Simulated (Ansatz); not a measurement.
## Nb wire along [110], 33 atoms a period: bands along the axis

Aim: is the Nb wire along [110], 33 atoms a period a metal or a semiconductor?

Main program and level: Ansatz 0.2.0; DFT PBE, plane waves, PAW; relaxation of a wire's period; PAW set soft_1, in the first sound run; inputs show where later runs differ.

**1. The starting structure**

The cell holds 33 atoms: 33 Nb. Its edges and angles: a = 20.040 Å, b = 16.162 Å, c = 4.681 Å, α = 90.0°, β = 90.0°, γ = 90.0°. Vacuum lies along a and b. The structure's axis is c.

**2. The relaxed wire**

Band widths follow the bond lengths, so the wire is relaxed first. The atoms and the third cell vector are free; the box across stays fixed as vacuum. A Fermi-Dirac smearing is set since the result may be a metal. The pressure printed is a third of the stress's trace over the whole box, vacuum included; only the stress along the axis is relaxed.

Contents of input.yaml:

```yaml
crystal:
  lattice:
    - [20.04, 0.0, 0.0]
    - [0.0, 16.162, 0.0]
    - [0.0, 0.0, 4.6810468915]
  atoms:
    - { symbol: Nb, position: [0.169660679, 0.500002901, 0.0] }
    - { symbol: Nb, position: [0.252245509, 0.64481935, 0.0] }
    - { symbol: Nb, position: [0.334830339, 0.500002901, 0.0] }
    - { symbol: Nb, position: [0.334830339, 0.789635799, 0.0] }
    - { symbol: Nb, position: [0.41741517, 0.64481935, 0.0] }
    - { symbol: Nb, position: [0.5, 0.500002901, 0.0] }
    - { symbol: Nb, position: [0.5, 0.789635799, 0.0] }
    - { symbol: Nb, position: [0.58258483, 0.64481935, 0.0] }
    - { symbol: Nb, position: [0.665169661, 0.500002901, 0.0] }
    - { symbol: Nb, position: [0.665169661, 0.789635799, 0.0] }
    - { symbol: Nb, position: [0.747754491, 0.64481935, 0.0] }
    - { symbol: Nb, position: [0.830339321, 0.500002901, 0.0] }
    - { symbol: Nb, position: [0.252245509, 0.500002901, 0.5] }
    - { symbol: Nb, position: [0.334830339, 0.355186453, 0.5] }
    - { symbol: Nb, position: [0.334830339, 0.64481935, 0.5] }
    - { symbol: Nb, position: [0.41741517, 0.210370004, 0.5] }
    - { symbol: Nb, position: [0.41741517, 0.500002901, 0.5] }
    - { symbol: Nb, position: [0.41741517, 0.789635799, 0.5] }
    - { symbol: Nb, position: [0.5, 0.355186453, 0.5] }
    - { symbol: Nb, position: [0.5, 0.64481935, 0.5] }
    - { symbol: Nb, position: [0.58258483, 0.210370004, 0.5] }
    - { symbol: Nb, position: [0.58258483, 0.500002901, 0.5] }
    - { symbol: Nb, position: [0.58258483, 0.789635799, 0.5] }
    - { symbol: Nb, position: [0.665169661, 0.355186453, 0.5] }
    - { symbol: Nb, position: [0.665169661, 0.64481935, 0.5] }
    - { symbol: Nb, position: [0.747754491, 0.500002901, 0.5] }
    - { symbol: Nb, position: [0.252245509, 0.355186453, 0.0] }
    - { symbol: Nb, position: [0.334830339, 0.210370004, 0.0] }
    - { symbol: Nb, position: [0.41741517, 0.355186453, 0.0] }
    - { symbol: Nb, position: [0.5, 0.210370004, 0.0] }
    - { symbol: Nb, position: [0.58258483, 0.355186453, 0.0] }
    - { symbol: Nb, position: [0.665169661, 0.210370004, 0.0] }
    - { symbol: Nb, position: [0.747754491, 0.355186453, 0.0] }
kpoints:
  mp_grid: { grid: [1, 1, 18] }
scf:
  occupations: { method: fermi_dirac, width: 0.05 }
hamiltonian:
  xc: pbe
  pseudopotentials: { kind: paw, azcp: { folder: soft_1 } }
relax:
  cell: { fix: [a, b, alpha, beta, gamma] }
  max_steps: 45
  f_tol: 0.03
```

Command:

```
> ansatz run input.yaml --threads 4 --pin off --max-ram 16384MiB --backend cpu --events-out ev --progress --plain --runs-dir out
```

Numbers of over 12 decimals in the logs are rounded to 6 here.

The program printed:

```text
Engine: ansatz 0.2.0, aarch64-unknown-linux-gnu
Pseudopotentials: kind: paw
Pseudopotential: Nb, paw, valence charge 13, recommended cutoff 420 eV (normal), soft_1/Nb.paw.azcp
Functional definition: PBE
  parameter kappa = 0.804
  parameter beta = 0.066725
  exchange = pbe_x(kappa = kappa, mu = beta*pi^2/3)
  correlation = pbe_c(beta = beta)
Crystal: 33 atoms, lattice volume = 1516.128 Å³
Basis set: ecut = 420 eV, 29591 PW (Γ), exchange–correlation on 270×240×64 points (8 copies of the dense FFT grid, shifted against one another)
Bands: 258, of which v1, the nominal top of the filled ones, is band 215 counted from 1 (214 counted from 0)
Symmetry: 8 space group operations
Space group: Pmmm (ITA 47), of the structure as read, at distance tolerance 1.1e-4 Å
k-points: 10 of 18
Non-local potential: Nb, projectors of the file, l = 0: 3, l = 1: 2, l = 2: 2, l = 3: 1
PAW form: soft (Blöchl's): semilocal exchange-correlation on the pseudo side does not see the compensation charge
PAW one-centre angular grid: Nb, 590 points (default); XC on 64 Gauss nodes
Initial density: superposition of atomic densities (neutral atoms: chi_scale 0, normalization atom)
Initial wavefunctions: pseudopotential atomic-orbital guess
Functional: x = pbe(κ = 0.804, μ = 0.219515), c = pbe(β = 0.066725)
SCF iter   1: F=—  HF=-150237.919196 eV  |F-HF|=—  |Δ(HF+E_count)|=         —  Δρ=6.15e-2  dr2=5.69e2  ethr=3.10e-3  ⟨swp⟩=11.8  Hψ=13072  notcnv=0  defer=18
preconditioner: auto → LDOS  [metal: Δε(μ)=0.019 eV  Ē_g=3.619 eV  σ=0.050 eV  W_gap=0.09  n_scr=290 (ndim 8)  ℏωp=12.2 eV  f_vac=0.458  D(μ)=42.12/eV (n_scr^D=298)  β→1.0]
SCF iter   2: F=—  HF=-150217.246626 eV  |F-HF|=—  |Δ(HF+E_count)|=    2.07e1  Δρ=6.05e-2  dr2=6.95e2  ethr=3.10e-3  ⟨swp⟩=9.0  Hψ=9140  notcnv=0  defer=140
SCF iter   3: F=—  HF=-150198.110311 eV  |F-HF|=—  |Δ(HF+E_count)|=    1.91e1  Δρ=1.69e-2  dr2=5.39e1  ethr=3.10e-3  ⟨swp⟩=6.4  Hψ=7613  notcnv=0  defer=62
SCF iter   4: F=—  HF=-150196.069548 eV  |F-HF|=—  |Δ(HF+E_count)|=    2.04e0  Δρ=5.60e-3  dr2=6.88e0  ethr=3.10e-3  ⟨swp⟩=3.2  Hψ=3407  notcnv=0  defer=102
SCF iter   5: F=—  HF=-150195.748873 eV  |F-HF|=—  |Δ(HF+E_count)|=   3.21e-1  Δρ=1.68e-3  dr2=1.97e-1  ethr=1.60e-3  ⟨swp⟩=3.6  Hψ=3334  notcnv=0  defer=102
SCF iter   6: F=—  HF=-150195.755621 eV  |F-HF|=—  |Δ(HF+E_count)|=   6.75e-3  Δρ=8.39e-4  dr2=3.61e-2  ethr=4.60e-5  ⟨swp⟩=4.3  Hψ=4137  notcnv=0  defer=92
SCF iter   7: F=—  HF=-150195.752739 eV  |F-HF|=—  |Δ(HF+E_count)|=   2.88e-3  Δρ=1.77e-4  dr2=7.73e-4  ethr=8.41e-6  ⟨swp⟩=2.9  Hψ=3862  notcnv=0  defer=76
SCF iter   8: F=—  HF=-150195.752938 eV  |F-HF|=—  |Δ(HF+E_count)|=   1.99e-4  Δρ=6.62e-5  dr2=1.96e-4  ethr=1.80e-7  ⟨swp⟩=3.7  Hψ=4753  notcnv=0  defer=75
SCF iter   9: F=—  HF=-150195.752983 eV  |F-HF|=—  |Δ(HF+E_count)|=   4.46e-5  Δρ=1.83e-5  dr2=1.41e-5  ethr=4.56e-8  ⟨swp⟩=2.2  Hψ=3349  notcnv=0  defer=74
SCF iter  10: F=—  HF=-150195.753948 eV  |F-HF|=—  |Δ(HF+E_count)|=   9.66e-4  Δρ=7.27e-6  dr2=2.15e-6  ethr=3.28e-9  ⟨swp⟩=3.0  Hψ=3573  notcnv=0  defer=74
SCF iter  11: F=—  HF=-150195.753948 eV  |F-HF|=—  |Δ(HF+E_count)|=   2.36e-7  Δρ=2.39e-6  dr2=2.92e-7  ethr=5.01e-10  ⟨swp⟩=2.1  Hψ=3376  notcnv=0  defer=74
SCF iter  12: F=-150195.753948 eV  HF=-150195.753948 eV  |F-HF|=1.62e-8  |Δ(HF+E_count)|=   3.70e-8  Δρ=8.65e-7  dr2=3.56e-8  ethr=2.33e-11  ⟨swp⟩=5.2  Hψ=7968  notcnv=0
SCF 1 converged in 12 iterations: F = -150195.753948 eV  dr2 = 3.56e-8
  greatest PAW one-centre occupation: 0.998 electrons in one spin orbital (limit 2), on the Nb atom at site 21 (counted from 0), in its partial waves of l = 0
relax step   1: F+E_penalty+E_count = -150195.75394847 eV  Δ(F+E_penalty+E_count) = +0.000e0 eV  max|allowed force component| = 2.868e0 eV/Å  Δτ_max = 0.0000 Å  P = -4.548 GPa  Ω = 1516.128 Å³  fix = [a, b, alpha, beta, gamma]  reactions: a -4.339, b -4.195 GPa  (12 SCF iters, dr2 threshold 1.00e-7 eV, accepted)
Crystal: 33 atoms, lattice volume = 1477.921 Å³
Basis set: ecut = 420 eV, 28959 PW (Γ), exchange–correlation on 270×240×64 points (8 copies of the dense FFT grid, shifted against one another)
Initial density: handed on by an earlier stage of this run
Initial wavefunctions: those handed on with the density
iter 1 solved again at ethr=1.04e-3 eV; its pass at ethr=3.10e-3 eV (dr2=4.48e0 eV) is discarded
SCF iter   1: F=—  HF=-150199.189872 eV  |F-HF|=—  |Δ(HF+E_count)|=         —  Δρ=1.01e-2  dr2=4.63e0  ethr=1.04e-3  ⟨swp⟩=4.5  Hψ=12922  notcnv=0
preconditioner: auto → LDOS  [metal: Δε(μ)=0.016 eV  Ē_g=2.948 eV  σ=0.050 eV  W_gap=0.08  n_scr=286 (ndim 8)  ℏωp=12.4 eV  f_vac=0.482  D(μ)=40.53/eV (n_scr^D=294)  β→1.0]
SCF iter   2: F=—  HF=-150198.894613 eV  |F-HF|=—  |Δ(HF+E_count)|=   2.95e-1  Δρ=4.60e-3  dr2=1.27e0  ethr=1.04e-3  ⟨swp⟩=3.7  Hψ=4309  notcnv=0  defer=11
SCF iter   3: F=—  HF=-150198.787951 eV  |F-HF|=—  |Δ(HF+E_count)|=   1.07e-1  Δρ=1.60e-3  dr2=1.66e-1  ethr=2.95e-4  ⟨swp⟩=2.7  Hψ=4188  notcnv=0  defer=91
SCF iter   4: F=—  HF=-150198.769645 eV  |F-HF|=—  |Δ(HF+E_count)|=   1.83e-2  Δρ=3.97e-4  dr2=5.95e-3  ethr=3.86e-5  ⟨swp⟩=2.1  Hψ=3788  notcnv=0  defer=93
SCF iter   5: F=—  HF=-150198.769470 eV  |F-HF|=—  |Δ(HF+E_count)|=   1.76e-4  Δρ=1.19e-4  dr2=6.81e-4  ethr=1.39e-6  ⟨swp⟩=2.3  Hψ=4065  notcnv=0  defer=93
SCF iter   6: F=—  HF=-150198.770324 eV  |F-HF|=—  |Δ(HF+E_count)|=   8.54e-4  Δρ=3.86e-5  dr2=5.39e-5  ethr=1.59e-7  ⟨swp⟩=2.0  Hψ=3480  notcnv=0  defer=95
SCF iter   7: F=—  HF=-150198.770334 eV  |F-HF|=—  |Δ(HF+E_count)|=   1.07e-5  Δρ=1.21e-5  dr2=5.43e-6  ethr=1.26e-8  ⟨swp⟩=2.4  Hψ=4069  notcnv=0  defer=95
SCF iter   8: F=-150198.770336 eV  HF=-150198.770336 eV  |F-HF|=2.43e-7  |Δ(HF+E_count)|=   1.68e-6  Δρ=4.58e-6  dr2=6.86e-7  ethr=7.69e-10  ⟨swp⟩=4.4  Hψ=8147  notcnv=0
SCF 2 converged in 8 iterations: F = -150198.770336 eV  dr2 = 6.86e-7
relax step   2: F+E_penalty+E_count = -150198.77033581 eV  Δ(F+E_penalty+E_count) = -3.016e0 eV  max|allowed force component| = 8.850e-1 eV/Å  Δτ_max = 0.1950 Å  P = -1.626 GPa  Ω = 1477.921 Å³  energy of the carried Pulay correction = +1.960e-3 eV  fix = [a, b, alpha, beta, gamma]  reactions: a -1.489, b -1.594 GPa  (8 SCF iters, dr2 threshold 3.30e-6 eV, accepted)
Crystal: 33 atoms, lattice volume = 1454.114 Å³
Basis set: ecut = 420 eV, 28499 PW (Γ), exchange–correlation on 270×240×64 points (8 copies of the dense FFT grid, shifted against one another)
iter 1 solved again at ethr=2.89e-3 eV; its pass at ethr=3.10e-3 eV (dr2=1.24e1 eV) is discarded
[...]
iter 1 solved again at ethr=8.06e-6 eV; its pass at ethr=3.10e-3 eV (dr2=3.46e-2 eV) is discarded
SCF iter   1: F=—  HF=-150199.242299 eV  |F-HF|=—  |Δ(HF+E_count)|=         —  Δρ=4.07e-5  dr2=4.68e-6  ethr=8.06e-6  ⟨swp⟩=4.8  Hψ=16950  notcnv=0
eigensolver tolerance schedule: the retry pair's looser diagonalisation over-reported the residual by 7387.02 of it (diagonalisation noise at an unbounded share of the residual, at the tolerance the schedule requests for it); recorded, not acted on — ethr = c·dr2/N_el stays at c = 1.0e-1
preconditioner: auto → LDOS  [metal: Δε(μ)=0.013 eV  Ē_g=3.003 eV  σ=0.050 eV  W_gap=0.06  n_scr=286 (ndim 8)  ℏωp=12.5 eV  f_vac=0.486  D(μ)=40.34/eV (n_scr^D=290)  β→1.0]
SCF iter   2: F=—  HF=-150199.242988 eV  |F-HF|=—  |Δ(HF+E_count)|=   6.89e-4  Δρ=1.08e-5  dr2=3.95e-6  ethr=1.09e-9  ⟨swp⟩=4.7  Hψ=7754  notcnv=0
SCF iter   3: F=—  HF=-150199.242988 eV  |F-HF|=—  |Δ(HF+E_count)|=   6.59e-7  Δρ=3.39e-6  dr2=2.33e-7  ethr=9.20e-10  ⟨swp⟩=2.2  Hψ=3615  notcnv=0
SCF iter   4: F=—  HF=-150199.242988 eV  |F-HF|=—  |Δ(HF+E_count)|=   6.52e-9  Δρ=1.10e-6  dr2=4.08e-8  ethr=5.42e-11  ⟨swp⟩=2.4  Hψ=4493  notcnv=0
SCF iter   5: F=—  HF=-150199.242988 eV  |F-HF|=—  |Δ(HF+E_count)|=   4.71e-9  Δρ=2.47e-7  dr2=1.36e-9  ethr=9.51e-12  ⟨swp⟩=2.1  Hψ=3668  notcnv=0
SCF iter   6: F=—  HF=-150199.242988 eV  |F-HF|=—  |Δ(HF+E_count)|=  5.82e-11  Δρ=1.16e-7  dr2=6.00e-10  ethr=1.00e-12  ⟨swp⟩=5.3  Hψ=9626  notcnv=0
SCF iter   7: F=-150199.242988 eV  HF=-150199.242988 eV  |F-HF|=5.82e-11  |Δ(HF+E_count)|=  8.73e-11  Δρ=3.90e-8  dr2=4.71e-11  ethr=1.00e-12  ⟨swp⟩=4.4  Hψ=7490  notcnv=0
SCF 8 converged in 7 iterations: F = -150199.242988 eV  dr2 = 4.71e-11
relax step   8: F+E_penalty+E_count = -150199.24298769 eV  Δ(F+E_penalty+E_count) = +2.863e-3 eV  max|allowed force component| = 1.570e-2 eV/Å  Δτ_max = 0.0000 Å  P = -0.036 GPa  Ω = 1457.116 Å³  fix = [a, b, alpha, beta, gamma]  reactions: a -0.002, b -0.147 GPa  stress off target by 3.96e-2 GPa on what of the cell is left free  SCF on the basis re-selected at this cell (its energy is not comparable with the rows above)  (7 SCF iters)
basis re-selected at this cell: Δ(F+E_penalty+E_count) = +2.863e-3 eV, ΔP = +0.000 GPa vs the last step (what re-selecting the basis moved, of the pressure what is left beyond the Pulay correction that the steps carried, after the strain that the cell walked since its last selection, with what the two solves' SCF thresholds leave and, on support functions, any second-order correction that the steps lacked; it is no m [...]
SCF converged after 7 iterations
Free energy (F): -150199.242988 eV
Harris-Foulkes:  -150199.242988 eV  (|F-HF|=5.82e-11)
Internal energy: -150198.910824 eV  (E = F + TS)
E sigma→0 (E₀):  -150199.076906 eV
Entropy (-TS):   -0.332163 eV (-10.066 meV/atom)
Fermi energy:    5.304017 eV
--- Per-component energies (eV) ---
  E_band       = -7613.236449
  E_kinetic    = 12313.879825
  E_local      = -247443.878274  (includes V_loc(G=0)·N_el)
  E_nonlocal   = 3173.209544
  E_hartree    = 117419.924934
  E_xc         = -5447.923368
  E_vxc        = -6592.760223  (∫ρ·V_xc dr)
  E_paw        = -101724.494586  (= ΣΔE_a)
  E_vpaw       = -3903.538029  (= ΣTr[D̂ρ^β])
  E_aug_tail   = 0.001437  (compensation charges beyond the density's cutoff)
  E_ewald      = 71510.369664
  E_smearing   = -0.332163  (= −TS)
  E_closure    = -0.000000  (closes the sum)
  Σ components = -150199.242988   (vs F -150199.242988, Δ=0.00e0)
--- Forces (eV/Å), atoms counted from 1 ---
  atom   1  Nb    -0.00704523     0.00000000     0.00000000
  atom   2  Nb     0.00698609    -0.01251292     0.00000000
  atom   3  Nb     0.00514500     0.00000000     0.00000000
  atom   4  Nb     0.00357926    -0.01265583     0.00000000
  atom   5  Nb     0.00332863     0.01040526     0.00000000
  atom   6  Nb     0.00000000     0.00000000     0.00000000
  atom   7  Nb     0.00000000    -0.00849834     0.00000000
  atom   8  Nb    -0.00332863     0.01040526     0.00000000
  atom   9  Nb    -0.00514500     0.00000000     0.00000000
  atom  10  Nb    -0.00357926    -0.01265583     0.00000000
  atom  11  Nb    -0.00698609    -0.01251292     0.00000000
  atom  12  Nb     0.00704523     0.00000000     0.00000000
  atom  13  Nb     0.00736212     0.00000000     0.00000000
  atom  14  Nb    -0.01569813     0.00131221     0.00000000
  atom  15  Nb    -0.01569813    -0.00131221     0.00000000
  atom  16  Nb     0.00297082     0.00074889     0.00000000
  atom  17  Nb    -0.00100283     0.00000000     0.00000000
  atom  18  Nb     0.00297082    -0.00074889     0.00000000
  atom  19  Nb    -0.00000000    -0.00433347     0.00000000
  atom  20  Nb     0.00000000     0.00433347     0.00000000
  atom  21  Nb    -0.00297082     0.00074889     0.00000000
  atom  22  Nb     0.00100283     0.00000000     0.00000000
  atom  23  Nb    -0.00297082    -0.00074889     0.00000000
  atom  24  Nb     0.01569813     0.00131221     0.00000000
  atom  25  Nb     0.01569813    -0.00131221     0.00000000
  atom  26  Nb    -0.00736212     0.00000000     0.00000000
  atom  27  Nb     0.00698609     0.01251292     0.00000000
  atom  28  Nb     0.00357926     0.01265583     0.00000000
  atom  29  Nb     0.00332863    -0.01040526     0.00000000
  atom  30  Nb     0.00000000     0.00849834     0.00000000
  atom  31  Nb    -0.00332863    -0.01040526     0.00000000
  atom  32  Nb    -0.00357926     0.01265583     0.00000000
  atom  33  Nb    -0.00698609     0.01251292     0.00000000
  max |Σ_I F_I| component: 5.20e-18 eV/Å
--- Stress (GPa, compression-positive) ---
       -0.001933       0.000000       0.000000
        0.000000      -0.146809       0.000000
        0.000000       0.000000       0.039592
  P = ⅓ Tr σ = -0.0364 GPa (-0.364 kbar)
--- Relaxed structure (7 steps of the walk, 6 accepted, 1 SCFs on fresh bases) ---
  F+E_penalty+E_count = -150199.24298769 eV   max|allowed force component| = 1.570e-2 eV/Å   (the final SCF, on the basis selected at the relaxed cell)
  cell:  # Å, volume = 1457.1155 Å³
    - [20.04, 0.0, 0.0]
    - [0.0, 16.162, 0.0]
    - [0.0, 0.0, 4.498846]
  atoms:
    - { symbol: Nb, position: [0.181996, 0.5, 0.0] }
    - { symbol: Nb, position: [0.250342, 0.634642, 0.0] }
    - { symbol: Nb, position: [0.333297, 0.5, 0.0] }
    - { symbol: Nb, position: [0.341883, 0.777487, 0.0] }
    - { symbol: Nb, position: [0.416156, 0.643664, 0.0] }
    - { symbol: Nb, position: [0.5, 0.5, 0.0] }
    - { symbol: Nb, position: [0.5, 0.789504, 0.0] }
    - { symbol: Nb, position: [0.583844, 0.643664, 0.0] }
    - { symbol: Nb, position: [0.666703, 0.5, 0.0] }
    - { symbol: Nb, position: [0.658117, 0.777487, 0.0] }
    - { symbol: Nb, position: [0.749658, 0.634642, 0.0] }
    - { symbol: Nb, position: [0.818004, 0.5, 0.0] }
    - { symbol: Nb, position: [0.253798, 0.5, 0.500000] }
    - { symbol: Nb, position: [0.334354, 0.351279, 0.500000] }
    - { symbol: Nb, position: [0.334354, 0.648721, 0.500000] }
    - { symbol: Nb, position: [0.418749, 0.211654, 0.500000] }
    - { symbol: Nb, position: [0.416983, 0.5, 0.500000] }
    - { symbol: Nb, position: [0.418749, 0.788346, 0.500000] }
    - { symbol: Nb, position: [0.5, 0.353491, 0.500000] }
    - { symbol: Nb, position: [0.5, 0.646509, 0.500000] }
    - { symbol: Nb, position: [0.581251, 0.211654, 0.500000] }
    - { symbol: Nb, position: [0.583017, 0.5, 0.500000] }
    - { symbol: Nb, position: [0.581251, 0.788346, 0.500000] }
    - { symbol: Nb, position: [0.665646, 0.351279, 0.500000] }
    - { symbol: Nb, position: [0.665646, 0.648721, 0.500000] }
    - { symbol: Nb, position: [0.746202, 0.5, 0.500000] }
    - { symbol: Nb, position: [0.250342, 0.365358, 0.0] }
    - { symbol: Nb, position: [0.341883, 0.222513, 0.0] }
    - { symbol: Nb, position: [0.416156, 0.356336, 0.0] }
    - { symbol: Nb, position: [0.5, 0.210496, 0.0] }
    - { symbol: Nb, position: [0.583844, 0.356336, 0.0] }
    - { symbol: Nb, position: [0.658117, 0.222513, 0.0] }
    - { symbol: Nb, position: [0.749658, 0.365358, 0.0] }
```

Wall time 14 min (4 threads of Arm Neoverse V1, shared host); peak memory 8.4 GiB; 54 min of CPU time.

[end of part 1 of 2]

[Logs are printed without paths, hosts, clocks, repeated set-up lines and the standing remarks that a program may print on its own settings, such as how far it seeks lower states.]

[Hosts, paths, dates, database ids (printed as entryN), source tags and the programs' standing remarks are cut or masked in the printed files.]
